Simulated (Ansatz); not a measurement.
# PbSe2 (model cell, started as rutile): following an unstable mode, part 3 of 3

Aim: this structure of PbSe2 (model cell, started as rutile) is to be tested for unstable modes, and one is followed downhill.

Ansatz 0.2.0; DFT PBEsol, scalar-relativistic, plane waves, PAW.

So far. Step 5 (Energy along the mode, all amplitudes (two of the runs …): The lowest of the steps tried is at 0.45 Å, 45.6 meV/atom below the parent; the bottom of the well need not coincide with a step. Step 7 (The new phase in its own primitive cell): The largest force component left is 0.032 meV/Å and the pressure is 0.000 GPa, within the tolerances set. The cell now holds 30.45 Å³/atom.

The structure was built from a prototype and need not be the compound's stable phase.

## Step 8: Modes of the new phase, k-mesh 6×6×10

A relaxed structure may still be a saddle point, so its zone-centre modes are computed. No field response is asked, since the mesh shows no gap.

File input.yaml:

```yaml
crystal:
  lattice:
    - [6.6714388851, 0.0, 0.0]
    - [0.0, 6.6714388851, 0.0]
    - [0.0, 0.0, 4.1052666059]
  atoms:
    - { symbol: Pb, position: [0.0, 0.5, 0.0] }
    - { symbol: Pb, position: [0.5, 0.0, 0.5] }
    - { symbol: Se, position: [0.2430889086, 0.8568791531, 0.0] }
    - { symbol: Se, position: [0.7569110914, 0.1431208469, 0.0] }
    - { symbol: Se, position: [0.8568791531, 0.7569110914, 0.5] }
    - { symbol: Se, position: [0.1431208469, 0.2430889086, 0.5] }
kpoints:
  mp_grid: { grid: [6, 6, 10] }
hamiltonian:
  xc: pbesol
scf:
  occupations: { method: methfessel_paxton, width: 0.2 }
output:
  eigenvalues: true
phonons:
  method: dfpt
```

Started as:

```bash
> ansatz run input.yaml --threads 8 --pin off --max-ram 14336MiB --backend cpu --events-out ev --progress --plain --runs-dir out
```

Numbers of over 12 decimals in the logs are rounded to 6 here.

The log of the run:

```text
zone centre: on kpoints.mp_grid the ground state, and the responses unless they are solved on pairs of k-points, stand on 120 of the mesh's 360 k-points, reduced under 2 symmetry operations, with k and −k counted as one. Each operation leaves every solved displacement unchanged or reverses it
[...]
Crystal: 6 atoms, lattice volume = 182.718 Å³
Basis set: ecut = 420 eV, 3573 PW (Γ), exchange–correlation on 90×90×60 points (8 copies of the dense FFT grid, shifted against one another)
Bands: 56, of which v1, the nominal top of the filled ones, is band 46 counted from 1 (45 counted from 0)
Symmetry: 8 space group operations
k-points: 120 of 360 (irreducible under 2 space group operations, time reversal used)
[...]
SCF iter   1: F=—  HF=-45206.124011 eV  |F-HF|=—  |Δ(HF+E_count)|=         —  Δρ=2.38e-3  dr2=1.41e-2  ethr=1.77e-3  ⟨swp⟩=7.3  Hψ=26761  notcnv=0
[...]
SCF iter   9: F=-45206.118654 eV  HF=-45206.118654 eV  |F-HF|=7.28e-12  |Δ(HF+E_count)|=    0.00e0  S|Δr|=    0.00e0  Δρ=6.38e-8  dr2=8.64e-12  ethr=1.00e-12  ⟨swp⟩=10.2  Hψ=37395  notcnv=0
SCF 1 converged in 9 iterations: F = -45206.118654 eV  dr2 = 8.64e-12
[...]
DFPT response loops at Γ: preconditioner auto → none (partly filled bands, converged f_vac=0.153); β = 0.50; Broyden in place of MSR1
SCF converged after 9 iterations
[...]
Free energy (F): -45206.118654 eV
[...]
Internal energy: -45206.113354 eV  (E = F + TS)
E sigma→0 (E₀):  -45206.117329 eV
Entropy (-TS):   -0.005299 eV (-0.883 meV/atom)
Fermi energy:    6.659561 eV
[...]
--- Band table (eV; the first three rows and the last of 120) ---
  k-point 0: bands = [... 42 lower, 5.9204, 6.0368, 6.0955, 6.0955, 6.2076, 7.8218, 9.4512, 9.4512, ... 6 higher]
  k-point 1: bands = [... 42 lower, 5.6251, 6.2475, 6.4843, 6.4843, 6.6779, 7.5268, 9.7179, 9.7179, ... 6 higher]
  k-point 2: bands = [... 42 lower, 5.3800, 6.2258, 6.6134, 6.6134, 7.1475, 7.2828, 10.2406, 10.2406, ... 6 higher]
  k-point 119: bands = [... 42 lower, 5.9653, 5.9653, 6.0541, 6.0541, 6.5483, 6.5483, 10.1227, 10.1227, ... 6 higher]
--- Phonons (Γ-DFPT): 6 representative perturbations + reference, on 120 of 360 k-points (Σ response iterations 19) ---
  k mesh reduced under 2 symmetry operations, with k and −k counted as one. Each operation leaves every solved displacement unchanged or reverses it
  ASR residual: 1.747e-4 → 0.000e0 eV/Å²; symmetrization residual: 2.563e-5 eV/Å²
  ASR residual per site (eV/Å²): 1.75e-4 1.75e-4 7.95e-5 7.95e-5 7.95e-5 7.95e-5
[...]
non-analytic LO–TO correction: not included (Born effective charges unavailable; polar crystals: no LO–TO splitting at Γ)
```

Wall time 3.8 min (8 threads of Arm Neoverse N1, shared host); peak memory 3.9 GiB; 30 min of CPU time.

This step gave:

| Item | Value |
| --- | --- |
| sum-rule residual before enforcement | 1.75e-4 eV/Å² |
| point group | 4/m |
| highest optical mode at the zone centre (no LO-TO term) | 146.4 cm⁻¹ |
| lowest optical zone-centre mode | -26.11 cm⁻¹ |

Patterns of degenerate modes are one choice out of their space. The modes at Γ (shares of kinetic energy by element, %) (negative means imaginary):

| mode | frequency (cm⁻¹) | symmetry | Pb % | Se % |
| --- | --- | --- | --- | --- |
| 1 | -26.1 | Bu | 61 | 39 |
| 2 | -14.9 | Eu | 19 | 81 |
| 3 | -14.9 | Eu | 19 | 81 |
| 4 | 0.0 | acoustic | 57 | 43 |
| 5 | 0.0 | acoustic | 57 | 43 |
| 6 | 0.0 | acoustic | 57 | 43 |
| 7 | 27.9 | Bg | 0 | 100 |
| 8 | 68.1 | Ag | 0 | 100 |
| 9 | 72.2 | Eu | 88 | 12 |
| 10 | 72.2 | Eu | 88 | 12 |
| 11 | 111.7 | Eg | 0 | 100 |
| 12 | 111.7 | Eg | 0 | 100 |
| 13 | 119.4 | Au | 43 | 57 |
| 14 | 122.6 | Bu | 39 | 61 |
| 15 | 122.8 | Ag | 0 | 100 |
| 16 | 137.7 | Eu | 37 | 63 |
| 17 | 137.7 | Eu | 37 | 63 |
| 18 | 146.4 | Bg | 0 | 100 |

Displacements in mode 1 (-26.1 cm⁻¹), the largest set to 1:
```
Pb1  0.00  0.00  1.00
Pb2  0.00  0.00 -1.00
Se3  0.00  0.00 -0.91
Se4  0.00  0.00 -0.91
Se5  0.00  0.00  0.91
Se6  0.00  0.00  0.91
```

Displacements in mode 8 (68.1 cm⁻¹), the largest set to 1:
```
Pb1  0.00  0.00  0.00
Pb2  0.00  0.00  0.00
Se3  1.00 -0.73  0.00
Se4 -1.00  0.73  0.00
Se5 -0.73 -1.00  0.00
Se6  0.73  1.00  0.00
```

Before it was imposed, the acoustic sum rule was missed by 1.7e-4 eV/Å². Small misses are needed for a sound result but don't prove that mesh and cutoff are converged. The lowest optical mode is imaginary, 26.1i cm⁻¹, so the energy falls along it.

## Step 9: The phases reached

The phases reached along the modes that were followed are set side by side.

Energies are those of the first relaxation, on the mesh of the frozen mode; space group, volume and gap are those of the last relaxation. Phases, by row:

| mode frozen in | space group | energy from parent (meV/atom) | volume (Å³/atom) | gap on mesh (eV) | lowest zone-centre optical mode (cm⁻¹) | largest shift (Å) |
| --- | --- | --- | --- | --- | --- | --- |
| parent | P4_2/mnm | 0 | 30.37 | 0 | – | – |
| q = (-0.5, -0.5, 0), 77i cm⁻¹ | Pmma | -135.7 | 32.2 | 0.038 | – | 1.915 |
| q = (-0.5, -0.5, 0), 77i cm⁻¹ | P4_2/m | -215.9 | 33.24 | 0 | – | 1.104 |
| q = (0, 0, 0), 74i cm⁻¹ | P4_2/m | -47.79 | 30.45 | 0 | -26.1 | 0.553 |

## Step 10: Results

```yaml
unstable_mode_of_the_parent: q = (0, 0, 0), 74i cm⁻¹
depth_at_the_lowest_point_sampled: 45.6 meV/atom
largest_atomic_shift_at_that_point: 0.45 Å
space_group_reached_within_0p01_a: P4_2/m
energy_gained_over_the_parent_first_relaxation_on_the_mesh_of_the_frozen_mode: 47.8 meV/atom
volume_per_atom_phase_reached: 30.5 Å³
lowest_optical_zone_centre_mode_phase_reached: -26.1 cm⁻¹
highest_optical_mode_at_the_zone_centre_no_lo_to_term_phase_reached: 146 cm⁻¹
```

In words: Along this mode the structure falls into P4_2/m, 47.8 meV/atom below the parent. At the parent's cell the well is 45.56 meV/atom deep on the steps tried, with its lowest point at a shift of 0.45 Å. Relaxing atoms and cell changes the gain by +2.24 meV/atom against the lowest step (energies at zero smearing). The new phase still has an imaginary mode at the zone centre of its cell, so it is a saddle point on the way to a lower structure. Of the 3 patterns followed to their end from this parent, this one ends 168 meV/atom above the lowest, P4_2/m. Each path keeps the symmetry of its pattern, so a lower phase may lie along a pattern not tried. The q mesh stands for a supercell only 8.4 Å across, so branches between the solved wavevectors are rough. With no gap, or one that is small against the smearing, the frequencies hang on the k mesh and the smearing, most of all near Kohn anomalies. A semilocal functional can close a gap that the real compound would have, so the metallic treatment may be an artefact of the level. Spin-orbit coupling is left out, which can matter for the heavy elements here. A phonon run warned that its eigensolver left some bands unconverged in a pass. The starting cell was built on a prototype and not taken from a measurement, so the phase need not exist.

[Logs are printed without paths, hosts, clocks, repeated set-up lines and the standing remarks that a program may print on its own settings, such as how far it seeks lower states.]

[Hosts, paths, dates, database ids (printed as entryN), source tags and the programs' standing remarks are cut or masked in the printed files.]
